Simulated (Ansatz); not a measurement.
# What KTaTe3 (built on the sites of a database entry of KTaO3) distorts into

Wanted: the energy along a soft mode of KTaTe3 (built on the sites of a database entry of KTaO3) and the structure at the end.

Calculated with Ansatz 0.2.0; DFT PBEsol, scalar-relativistic, plane waves, PAW.

The structure was built from a prototype and need not be the compound's stable phase.

## Step 1: The structure

The structure is cubic, space group Pm-3m (No. 221). Conventional cell: a = 5.448 Å, b = 5.448 Å, c = 5.448 Å, α = 90.00°, β = 90.00°, γ = 90.00°. Nearest to K lie 12 Te at 3.85 Å. Nearest to Ta lie 6 Te at 2.72 Å. Te has 2 Ta at 2.72 Å and 4 K at 3.85 Å nearest. Farther neighbours and most contacts between anions are not listed.

## Step 2: Response at finite wavevector

The cell comes from relaxations at this level that are not shown. Stability and thermal properties need the whole zone. Linear response on a 2×2×2 q mesh gives force constants as far as a supercell of that size would.

The input, input.yaml:

```yaml
crystal:
  lattice:
    - [5.4478105987, 0.0, 0.0]
    - [0.0, 5.4478105987, 0.0]
    - [0.0, 0.0, 5.4478105987]
  atoms:
    - { symbol: K, position: [0.5, 0.5, 0.5] }
    - { symbol: Ta, position: [0.0, 0.0, 0.0] }
    - { symbol: Te, position: [0.5, 0.0, 0.0] }
    - { symbol: Te, position: [0.0, 0.5, 0.0] }
    - { symbol: Te, position: [0.0, 0.0, 0.5] }
kpoints:
  mp_grid: { grid: [8, 8, 8] }
hamiltonian:
  xc: pbesol
scf:
  occupations: { method: methfessel_paxton, width: 0.2 }
output:
  eigenvalues: true
phonons:
  method: dfpt
  qmesh: [2, 2, 2]
  temperatures: { t_max: 1000, t_step: 50 }
  qpath:
    path:
      - [[0.0, 0.0, 0.0], [0.0, 0.5, 0.0], [0.5, 0.5, 0.0], [0.0, 0.0, 0.0], [0.5, 0.5, 0.5], [0.0, 0.5, 0.0]]
      - [[0.5, 0.5, 0.5], [0.5, 0.5, 0.0]]
    npoints: 10
```

Command:

```sh
$ ansatz run input.yaml --threads 8 --pin off --max-ram 14336MiB --backend cpu --events-out ev --progress --plain --runs-dir out
```

Numbers of over 12 decimals in the logs are rounded to 6 here.

Output:

```text
Engine: ansatz 0.2.0, aarch64-unknown-linux-gnu
Pseudopotentials: kind: paw
Pseudopotential: K, paw, valence charge 9, recommended cutoff 420 eV (normal), K.paw.azcp
Pseudopotential: Ta, paw, valence charge 13, recommended cutoff 420 eV (normal), Ta.paw.azcp
Pseudopotential: Te, paw, valence charge 16, recommended cutoff 420 eV (normal), Te.paw.azcp
Functional definition: PBEsol
  exchange = pbesol_x
  correlation = pbesol_c
Crystal: 5 atoms, lattice volume = 161.684 Å³
Basis set: ecut = 420 eV, 3119 PW (Γ), exchange–correlation on 80×80×80 points (8 copies of the dense FFT grid, shifted against one another)
Bands: 42, of which v1, the nominal top of the filled ones, is band 35 counted from 1 (34 counted from 0)
Symmetry: 48 space group operations
k-points: 35 of 512
Non-local potential: K, projectors of the file, l = 0: 3, l = 1: 2, l = 2: 2
Non-local potential: Ta, projectors of the file, l = 0: 3, l = 1: 2, l = 2: 2, l = 3: 1
Non-local potential: Te, projectors of the file, l = 0: 2, l = 1: 2, l = 2: 2, l = 3: 2
PAW form: soft (Blöchl's): semilocal exchange-correlation on the pseudo side does not see the compensation charge
PAW frozen core: K, regenerated for the run's functional, and the local potential with it (the file was generated under x = pbe(κ = 0.804, μ = 0.219515), c = pbe(β = 0.066725))
PAW frozen core: Ta, regenerated for the run's functional, and the local potential with it (the file was generated under x = pbe(κ = 0.804, μ = 0.219515), c = pbe(β = 0.066725))
PAW frozen core: Te, regenerated for the run's functional, and the local potential with it (the file was generated under x = pbe(κ = 0.804, μ = 0.219515), c = pbe(β = 0.066725))
PAW one-centre angular grid: K, 110 points (default); XC on 64 Gauss nodes
PAW one-centre angular grid: Ta, 590 points (default); XC on 64 Gauss nodes
PAW one-centre angular grid: Te, 590 points (default); XC on 64 Gauss nodes
Initial density: superposition of atomic densities (neutral atoms: chi_scale 0, normalization atom), corrected by the library's trained network
Initial wavefunctions: pseudopotential atomic-orbital guess
Functional: x = pbesol(κ = 0.804, μ = 0.123457), c = pbesol(β = 0.046)
SCF iter   1: F=—  HF=-32028.555837 eV  |F-HF|=—  |Δ(HF+E_count)|=         —  Δρ=2.36e-3  dr2=7.71e-3  ethr=1.77e-3  ⟨swp⟩=7.2  Hψ=6127  notcnv=0
preconditioner: auto → LDOS  [metal: Δε(μ)=0.020 eV  Ē_g=9.025 eV  σ=0.200 eV  W_gap=0.09  n_scr=32 (ndim 8)  ℏωp=16.0 eV  f_vac=0.043  D(μ)=5.01/eV (n_scr^D=32)  β→1.0]
SCF iter   2: F=—  HF=-32028.554282 eV  |F-HF|=—  |Δ(HF+E_count)|=   1.55e-3  S|Δr|=    0.00e0  Δρ=7.41e-4  dr2=1.29e-3  ethr=1.10e-5  ⟨swp⟩=2.1  Hψ=2989  notcnv=0  defer=1
SCF iter   3: F=—  HF=-32028.554101 eV  |F-HF|=—  |Δ(HF+E_count)|=   1.81e-4  S|Δr|=    0.00e0  Δρ=2.59e-4  dr2=1.42e-4  ethr=1.84e-6  ⟨swp⟩=2.1  Hψ=2583  notcnv=0  defer=1
SCF iter   4: F=—  HF=-32028.554057 eV  |F-HF|=—  |Δ(HF+E_count)|=   4.39e-5  S|Δr|=    0.00e0  Δρ=9.00e-5  dr2=1.01e-5  ethr=2.03e-7  ⟨swp⟩=2.0  Hψ=2528  notcnv=0  defer=1
SCF iter   5: F=—  HF=-32028.554052 eV  |F-HF|=—  |Δ(HF+E_count)|=   4.76e-6  S|Δr|=    0.00e0  Δρ=2.44e-5  dr2=7.64e-7  ethr=1.44e-8  ⟨swp⟩=2.0  Hψ=2653  notcnv=0  defer=1
SCF iter   6: F=—  HF=-32028.554052 eV  |F-HF|=—  |Δ(HF+E_count)|=   2.18e-8  S|Δr|=    0.00e0  Δρ=5.66e-6  dr2=5.07e-8  ethr=1.09e-9  ⟨swp⟩=2.6  Hψ=2495  notcnv=0  defer=1
SCF iter   7: F=—  HF=-32028.554052 eV  |F-HF|=—  |Δ(HF+E_count)|=   1.00e-8  S|Δr|=    0.00e0  Δρ=1.11e-6  dr2=2.76e-9  ethr=7.24e-11  ⟨swp⟩=2.0  Hψ=1995  notcnv=0  defer=1
SCF iter   8: F=—  HF=-32028.554052 eV  |F-HF|=—  |Δ(HF+E_count)|=  5.46e-10  S|Δr|=    0.00e0  Δρ=1.83e-7  dr2=4.08e-11  ethr=3.95e-12  ⟨swp⟩=2.0  Hψ=1987  notcnv=0  defer=1
SCF iter   9: F=-32028.554052 eV  HF=-32028.554052 eV  |F-HF|=7.28e-12  |Δ(HF+E_count)|=  7.28e-12  S|Δr|=    0.00e0  Δρ=2.39e-8  dr2=6.49e-13  ethr=1.00e-12  ⟨swp⟩=10.9  Hψ=8012  notcnv=0
SCF 1 converged in 9 iterations: F = -32028.554052 eV  dr2 = 6.49e-13
  greatest PAW one-centre occupation: 1.000 electrons in one spin orbital (limit 2), on the Ta atom at site 1 (counted from 0), in its partial waves of l = 0
Initial density: read from a saved state, or passed on in memory by an earlier SCF of this step, an earlier step, the calling program or the single point that the run made first
iter 1 solved again at ethr=3.08e-7 eV; its pass at ethr=3.10e-3 eV (dr2=2.16e-4 eV) is discarded
SCF iter   1: F=—  HF=-32028.554052 eV  |F-HF|=—  |Δ(HF+E_count)|=         —  Δρ=8.82e-7  dr2=7.50e-10  ethr=3.08e-7  ⟨swp⟩=3.5  Hψ=9664  notcnv=0
eigensolver tolerance schedule: the retry pair's looser diagonalisation over-reported the residual by 287499.92 of it (diagonalisation noise at an unbounded share of the residual, at the tolerance the schedule requests for it); recorded, not acted on — ethr = c·dr2/N_el stays at c = 1.0e-1
preconditioner: auto → LDOS  [metal: Δε(μ)=0.010 eV  Ē_g=9.027 eV  σ=0.200 eV  W_gap=0.04  n_scr=32 (ndim 8)  ℏωp=16.0 eV  f_vac=0.037  D(μ)=5.06/eV (n_scr^D=32)  β→1.0]
SCF iter   2: F=—  HF=-32028.554052 eV  |F-HF|=—  |Δ(HF+E_count)|=   9.80e-8  S|Δr|=    0.00e0  Δρ=1.03e-6  dr2=1.05e-9  ethr=1.07e-12  ⟨swp⟩=4.8  Hψ=4678  notcnv=0
SCF iter   3: F=—  HF=-32028.554052 eV  |F-HF|=—  |Δ(HF+E_count)|=  5.31e-10  S|Δr|=    0.00e0  Δρ=4.59e-7  dr2=1.86e-10  ethr=1.07e-12  ⟨swp⟩=2.1  Hψ=2647  notcnv=0
SCF iter   4: F=—  HF=-32028.554052 eV  |F-HF|=—  |Δ(HF+E_count)|=  5.46e-11  S|Δr|=    0.00e0  Δρ=3.14e-7  dr2=9.05e-11  ethr=1.00e-12  ⟨swp⟩=1.0  Hψ=1470  notcnv=0
SCF iter   5: F=—  HF=-32028.554052 eV  |F-HF|=—  |Δ(HF+E_count)|=  1.09e-11  S|Δr|=    0.00e0  Δρ=1.97e-7  dr2=3.70e-11  ethr=1.00e-12  ⟨swp⟩=1.0  Hψ=1470  notcnv=0
SCF iter   6: F=—  HF=-32028.554052 eV  |F-HF|=—  |Δ(HF+E_count)|=    0.00e0  S|Δr|=    0.00e0  Δρ=1.38e-7  dr2=1.82e-11  ethr=1.00e-12  ⟨swp⟩=1.0  Hψ=1470  notcnv=0
SCF iter   7: F=-32028.554052 eV  HF=-32028.554052 eV  |F-HF|=0.00e0  |Δ(HF+E_count)|=  1.46e-11  S|Δr|=    0.00e0  Δρ=4.87e-8  dr2=2.21e-12  ethr=1.00e-12  ⟨swp⟩=4.8  Hψ=3791  notcnv=0
SCF 2 converged in 7 iterations: F = -32028.554052 eV  dr2 = 2.21e-12
phonons: the bands overlap, so this run is a metal and interpolates without the dipole-dipole term. If the crystal is really an insulator or semiconductor, its LO-TO splitting is missing
NSCF: frozen V_eff on 35 k-points
NSCF: frozen V_eff on 125 k-points
DFPT response loops at q = (0, 0, 0) (fractional): preconditioner auto → Kerker (q_TF=auto, 2.373 Å⁻¹) (partly filled bands, converged f_vac=0.037); β = 1.00, the filter's whole step (`scf.mixing.beta` (0.50) is not read by the response loops under this deck's `scf.mixing.preconditioner`; to damp them name `kerker` or `kerker_dos`, under which they read `scf.mixing.beta`, and type it under 1.00, their step now; both keys bind the ground state too); Broyden in place of MSR1
NSCF: frozen V_eff on 250 k-points
DFPT response loops at q = (0, 0, -0.5) (fractional): mixed as the last ones told, above
NSCF: frozen V_eff on 250 k-points
DFPT response loops at q = (0, -0.5, -0.5) (fractional): mixed as the last ones told, above
NSCF: frozen V_eff on 250 k-points
DFPT response loops at q = (-0.5, -0.5, -0.5) (fractional): mixed as the last ones told, above
SCF converged after 9 iterations
Stability not checked: this state was not tested for a lower state beside it, because cold or Methfessel-Paxton smearing, or corrected tetrahedra, fill the levels in a way that the test cannot read (fill_not_monotonic; see scf.lower_state_search)
Free energy (F): -32028.554052 eV
Harris-Foulkes:  -32028.554052 eV  (|F-HF|=7.28e-12)
Internal energy: -32028.527254 eV  (E = F + TS)
E sigma→0 (E₀):  -32028.547353 eV
Entropy (-TS):   -0.026799 eV (-5.360 meV/atom)
Fermi energy:    8.396933 eV
--- Per-component energies (eV) ---
  E_band       = -1124.489638
  E_kinetic    = 1163.306913
  E_local      = -6011.612865  (includes V_loc(G=0)·N_el)
  E_nonlocal   = -892.120347
  E_hartree    = 3291.512494
  E_xc         = -720.250741
  E_vxc        = -679.651676  (∫ρ·V_xc dr)
  E_paw        = -22789.649255  (= ΣΔE_a)
  E_vpaw       = -1287.436234  (= ΣTr[D̂ρ^β])
  E_aug_tail   = -0.000416  (compensation charges beyond the density's cutoff)
  E_ewald      = -6071.159012
  E_core_change = 1.445977  (= ΣΔE_core)
  E_smearing   = -0.026799  (= −TS)
  E_closure    = 0.000000  (closes the sum)
  Σ components = -32028.554052   (vs F -32028.554052, Δ=0.00e0)
--- Band table (eV; the first three rows and the last of 35) ---
  k-point 0: bands = [... 31 lower, 7.2235, 7.4611, 7.4611, 7.4611, 8.0994, 8.0994, 8.0994, 9.4094, ... 3 higher]
  k-point 1: bands = [... 31 lower, 7.1140, 7.4479, 7.4676, 7.7075, 7.7075, 8.4275, 8.4275, 9.4274, ... 3 higher]
  k-point 2: bands = [... 31 lower, 6.6035, 6.8813, 7.4834, 7.7508, 7.7508, 9.0857, 9.0857, 9.4577, ... 3 higher]
  k-point 34: bands = [... 31 lower, 4.2909, 8.7980, 8.7980, 8.7980, 9.7393, 9.7393, 9.7393, 10.5618, ... 3 higher]
--- Phonons (Γ-DFPT): 4 representative perturbations + reference (Σ response iterations 14) ---
  ASR residual: 3.489e-5 → 0.000e0 eV/Å²; symmetrization residual: 1.969e-5 eV/Å²
  ASR residual per site (eV/Å²): 1.20e-5 3.49e-5 3.61e-6 3.61e-6 3.61e-6
  Γ frequencies (cm⁻¹): 0.00 0.00 0.00 13.68 13.68 13.68 32.55 32.55 32.55 63.00 63.00 63.00 181.66 181.66 181.66
--- Phonons (arbitrary-q DFPT): 4 irreducible q on the 2×2×2 mesh ---
  q = [0.0000, 0.0000, 0.0000] (star 1, of the zone-centre solve; hermiticity 3.46e-6, symmetrization 1.40e-11): -0.00 -0.00 0.00 13.68 13.68 13.68 32.55 32.55 32.55 63.00 63.00 63.00 181.66 181.66 181.66
  q = [0.0000, 0.0000, -0.5000] (star 3, 9 solved perturbations in 975 linear systems a pass and spin channel, the states on 125 of 512 k-point pairs; hermiticity 2.73e-6, symmetrization 1.80e-11): -15.60 -15.60 31.34 31.34 41.18 48.98 48.98 53.14 57.51 68.92 68.92 103.53 179.09 179.09 180.77
  q = [0.0000, -0.5000, -0.5000] (star 3, 9 solved perturbations in 975 linear systems a pass and spin channel, the states on 125 of 512 k-point pairs; hermiticity 3.40e-6, symmetrization 2.81e-12): -31.31 -23.71 39.80 39.80 56.25 60.09 60.09 61.96 61.96 89.46 90.82 105.48 105.48 176.77 194.71
  q = [-0.5000, -0.5000, -0.5000] (star 1, 4 solved perturbations in 350 linear systems a pass and spin channel, the states on 125 of 512 k-point pairs; hermiticity 3.28e-6, symmetrization 4.89e-11): -32.52 -32.52 -32.52 -29.42 -29.42 52.52 52.52 52.52 92.33 92.33 92.33 103.61 103.61 103.61 208.06
  sum rule: each row above includes the acoustic sum rule's correction from the zone centre's row sums; it moved no ω² by more than (0.29 cm⁻¹)²
  mesh force constants: q→R imaginary residual 1.67e-18; ASR residual 3.489e-5 → 0.000e0 eV/Å²; symmetrization residual 5.329e-15 eV/Å²
  interpolated dispersion: 62 rows × 15 modes
  density of states and harmonic sums: on the 12×12×12 q-mesh, interpolated from the force constants of a 2×2×2 supercell (no non-analytic term)
  largest difference from the sums on the solved wave vectors: F 4.12e-1 eV, S 5.25e-4 and C_V 1.14e-4 eV/K
  zero-point energy: 0.067595 eV/cell   skipped modes (ω ≤ 0): 114, of them read as no rigid motion or as one in doubt: 111 (1.183e0 modes/cell left out, lowest -32.52 cm⁻¹)   left out of the sums: 7.90e-2 of the cell's modes: C_V's classical limit lies that fraction below 3 k_B per atom; for a crystal, a wire or a layer, F and S can be off by more, and a phonons.interpolated_qmesh denser along its periods is the remedy for the sampling
```

Elapsed: 5.6 min, on 8 threads of Arm Neoverse V1, shared host; peak memory 2.5 GiB.

Reading the cycles: dr2 is the Hartree energy of the density residual (eV), the measure of convergence; HF is the Harris–Foulkes estimate of the energy, which meets the free energy F at convergence.

Numbers from this step:

| Item | Value |
| --- | --- |
| volume per atom | 32.34 Å³ |
| gap on the k-mesh | 0 eV |
| sum-rule residual before enforcement | 3.49e-5 eV/Å² |
| lowest frequency on the path | -32.52 cm⁻¹ |
| point group | m-3m |
| highest frequency on the path or at a solved wavevector | 208.8 cm⁻¹ |
| highest optical mode at the zone centre (no LO-TO term) | 181.7 cm⁻¹ |
| lowest optical zone-centre mode | 13.68 cm⁻¹ |
| lowest mode on the q mesh (acoustic modes at Γ apart) | -32.52 cm⁻¹ |

Frequencies (cm⁻¹) solved at each irreducible wavevector; negative means imaginary. Frequencies by wavevector, by row:

| q in reciprocal lattice units | star | mode 1 | mode 2 | mode 3 | mode 4 | mode 13 | mode 14 | mode 15 |
| --- | --- | --- | --- | --- | --- | --- | --- | --- |
| 0 0 0 | 1 | 0 | 0 | 0 | 13.7 | 181.7 | 181.7 | 181.7 |
| 0 0 -0.5 | 3 | -15.6 | -15.6 | 31.3 | 31.3 | 179.1 | 179.1 | 180.8 |
| 0 -0.5 -0.5 | 3 | -31.3 | -23.7 | 39.8 | 39.8 | 105.5 | 176.8 | 194.7 |
| -0.5 -0.5 -0.5 | 1 | -32.5 | -32.5 | -32.5 | -29.4 | 103.6 | 103.6 | 208.1 |

Interpolated from a 2×2×2 q mesh. Phonon branches along the path, in cm⁻¹:

| point | branch 1 | branch 2 | branch 3 | branch 4 | branch 12 | branch 13 | branch 14 | branch 15 |
| --- | --- | --- | --- | --- | --- | --- | --- | --- |
| Γ | 0 | 0 | 0 | 14 | 63 | 182 | 182 | 182 |
| halfway | -9 | -9 | 25 | 25 | 73 | 180 | 180 | 181 |
| X | -16 | -16 | 31 | 31 | 104 | 179 | 179 | 181 |
| halfway | -20 | 3 | 32 | 42 | 104 | 140 | 178 | 195 |
| M | -31 | -24 | 40 | 40 | 106 | 106 | 177 | 195 |
| halfway | -15 | 7 | 31 | 40 | 78 | 158 | 179 | 193 |
| Γ | 0 | 0 | 0 | 14 | 63 | 182 | 182 | 182 |
| halfway | 7 | 7 | 17 | 48 | 82 | 152 | 152 | 204 |
| R | -32 | -32 | -32 | -29 | 104 | 104 | 104 | 208 |
| halfway | -10 | 12 | 12 | 40 | 105 | 123 | 145 | 207 |
| X | -16 | -16 | 31 | 31 | 104 | 179 | 179 | 181 |
| jump to R | -32 | -32 | -32 | -29 | 104 | 104 | 104 | 208 |
| halfway | -32 | 6 | 6 | 33 | 105 | 105 | 128 | 208 |
| M | -31 | -24 | 40 | 40 | 106 | 106 | 177 | 195 |

Symmetry leaves 4 wavevectors to solve. The lowest mode among them, the acoustic zeros apart, lies at q = (-0.5, -0.5, -0.5) and is imaginary, 32.5i cm⁻¹, so the energy falls along it.

## Step 3: The mode frozen in, largest atomic shift 0 Å

The mode followed lies at q = (-0.5, -0.5, -0.5) with frequency 32.5i cm⁻¹ and is 3-fold degenerate, the softest among the wavevectors solved. At small amplitude the distorted cell has space group no. 74 by a symmetry search on the positions. The undistorted cell that holds it gives the zero of energy on the same k mesh.

System of this step: KTaTe3 (built on the sites of a database entry of KTaO3). It takes space group Pm-3m (No. 221, cubic). The conventional cell has a = 5.448 Å, b = 5.448 Å, c = 5.448 Å, α = 90.00°, β = 90.00°, γ = 90.00°. Nearest to K lie 12 Te at 3.85 Å. Ta has 6 Te at 2.72 Å nearest. Nearest to Te lie 2 Ta at 2.72 Å and 4 K at 3.85 Å. Farther neighbours and most contacts between anions are not listed.

The input, input.yaml:

```yaml
crystal:
  lattice:
    - [5.4478105987, 5.4478105987, 0.0]
    - [5.4478105987, 0.0, 5.4478105987]
    - [5.4478105987, 0.0, -5.4478105987]
  atoms:
    - { symbol: K, position: [0.5, 0.25, 0.75] }
    - { symbol: K, position: [0.5, 0.75, 0.25] }
    - { symbol: Ta, position: [0.0, 0.0, 0.0] }
    - { symbol: Ta, position: [0.0, 0.5, 0.5] }
    - { symbol: Te, position: [0.0, 0.25, 0.25] }
    - { symbol: Te, position: [0.0, 0.75, 0.75] }
    - { symbol: Te, position: [0.5, 0.75, 0.75] }
    - { symbol: Te, position: [0.5, 0.25, 0.25] }
    - { symbol: Te, position: [0.0, 0.25, 0.75] }
    - { symbol: Te, position: [0.0, 0.75, 0.25] }
kpoints:
  mp_grid: { grid: [8, 8, 8] }
hamiltonian:
  xc: pbesol
scf:
  occupations: { method: methfessel_paxton, width: 0.2 }
output:
  forces: true
  stress: true
  eigenvalues: true
```

Output:

```text
[...]
Crystal: 10 atoms, lattice volume = 323.367 Å³
Basis set: ecut = 420 eV, 6303 PW (Γ), exchange–correlation on 108×108×108 points (8 copies of the dense FFT grid, shifted against one another)
Bands: 84, of which v1, the nominal top of the filled ones, is band 70 counted from 1 (69 counted from 0)
Symmetry: 96 space group operations
[...]
k-points: 29 of 512
[...]
k-point 0: bands = [... 66 lower, 7.4351, 8.1006, 8.1006, 8.1006, 8.8044, 8.8044, 8.8044, 9.3806, ... 10 higher]
  k-point 1: bands = [... 66 lower, 7.7239, 8.0547, 8.0547, 8.1266, 8.6428, 8.6428, 8.7196, 9.6218, ... 10 higher]
  k-point 2: bands = [... 66 lower, 7.5715, 8.2656, 8.2656, 8.2871, 8.3833, 8.3833, 8.4955, 9.4025, ... 10 higher]
  k-point 28: bands = [... 66 lower, 6.8041, 6.8041, 7.7671, 7.7671, 9.0463, 9.0463, 9.5868, 9.5868, ... 10 higher]
[key lines of the parts left out:]
SCF converged after 6 iterations
Free energy (F): -64057.144941 eV
Fermi energy:    8.398699 eV
P = ⅓ Tr σ = -0.0063 GPa (-0.063 kbar)
```

It took 5.8 s on 8 threads; peak memory 1.7 GiB; 43 s of CPU time.

Numbers from this step:

| Quantity | Value |
| --- | --- |
| pressure | -0.006314 GPa |
| energy from the undistorted cell | 0 meV/atom |

The run ends at a pressure of -0.01 GPa.

## Step 4: The mode frozen in, largest atomic shift 0.6 Å

The atoms are moved along the unstable eigenvector, the largest shift by 0.6 Å, with the cell fixed.

The input, input.yaml:

```yaml
crystal:
  lattice:
    - [5.4478105987, 5.4478105987, 0.0]
    - [5.4478105987, 0.0, 5.4478105987]
    - [5.4478105987, 0.0, -5.4478105987]
  atoms:
    - { symbol: K, position: [0.5, 0.25, 0.75] }
    - { symbol: K, position: [0.5, 0.75, 0.25] }
    - { symbol: Ta, position: [0.0, 0.0, 0.0] }
    - { symbol: Ta, position: [0.0, 0.5, 0.5] }
    - { symbol: Te, position: [0.0, 0.2889389518, 0.2110610482] }
    - { symbol: Te, position: [0.0, 0.7110610482, 0.7889389518] }
    - { symbol: Te, position: [0.5, 0.7110610482, 0.7889389518] }
    - { symbol: Te, position: [0.5, 0.2889389518, 0.2110610482] }
    - { symbol: Te, position: [0.0778779036, 0.1721220964, 0.6721220964] }
    - { symbol: Te, position: [-0.0778779036, 0.8278779036, 0.3278779036] }
kpoints:
  mp_grid: { grid: [8, 8, 8] }
hamiltonian:
  xc: pbesol
scf:
  occupations: { method: methfessel_paxton, width: 0.2 }
output:
  forces: true
  stress: true
  eigenvalues: true
```

Output:

```text
[...]
Crystal: 10 atoms, lattice volume = 323.367 Å³
Basis set: ecut = 420 eV, 6303 PW (Γ), exchange–correlation on 108×108×108 points (8 copies of the dense FFT grid, shifted against one another)
Bands: 84, of which v1, the nominal top of the filled ones, is band 70 counted from 1 (69 counted from 0)
Symmetry: 8 space group operations
[...]
k-points: 95 of 512
[...]
k-point 0: bands = [... 66 lower, 7.4776, 7.6049, 7.8452, 7.8877, 8.0775, 8.0875, 8.6282, 8.8543, ... 10 higher]
  k-point 1: bands = [... 66 lower, 7.5594, 7.6008, 7.8910, 7.9507, 8.0421, 8.1050, 8.5298, 9.0499, ... 10 higher]
  k-point 2: bands = [... 66 lower, 7.4258, 7.7057, 7.9819, 8.0911, 8.1312, 8.2407, 8.4411, 9.2282, ... 10 higher]
  k-point 94: bands = [... 66 lower, 6.8220, 6.8220, 7.4804, 7.4804, 8.8884, 8.8884, 8.9258, 8.9258, ... 10 higher]
[key lines of the parts left out:]
SCF converged after 7 iterations
Free energy (F): -64057.456542 eV
Fermi energy:    8.069358 eV
P = ⅓ Tr σ = -1.4448 GPa (-14.448 kbar)
```

Elapsed: 19 s, on 8 threads; peak memory 2.4 GiB.

This step gave:

```
pressure                         : -1.445 GPa
energy from the undistorted cell : -31.37 meV/atom
```

The energy, extrapolated to zero smearing, is -31.37 meV/atom against the undistorted cell.

The run ends at a pressure of -1.44 GPa, with forces up to 0.19 eV/Å.

(Continued in part 2 of 2.)

[Logs are printed without paths, hosts, clocks, repeated set-up lines and the standing remarks that a program may print on its own settings, such as how far it seeks lower states.]

[Hosts, paths, dates, database ids (printed as entryN), source tags and the programs' standing remarks are cut or masked in the printed files.]
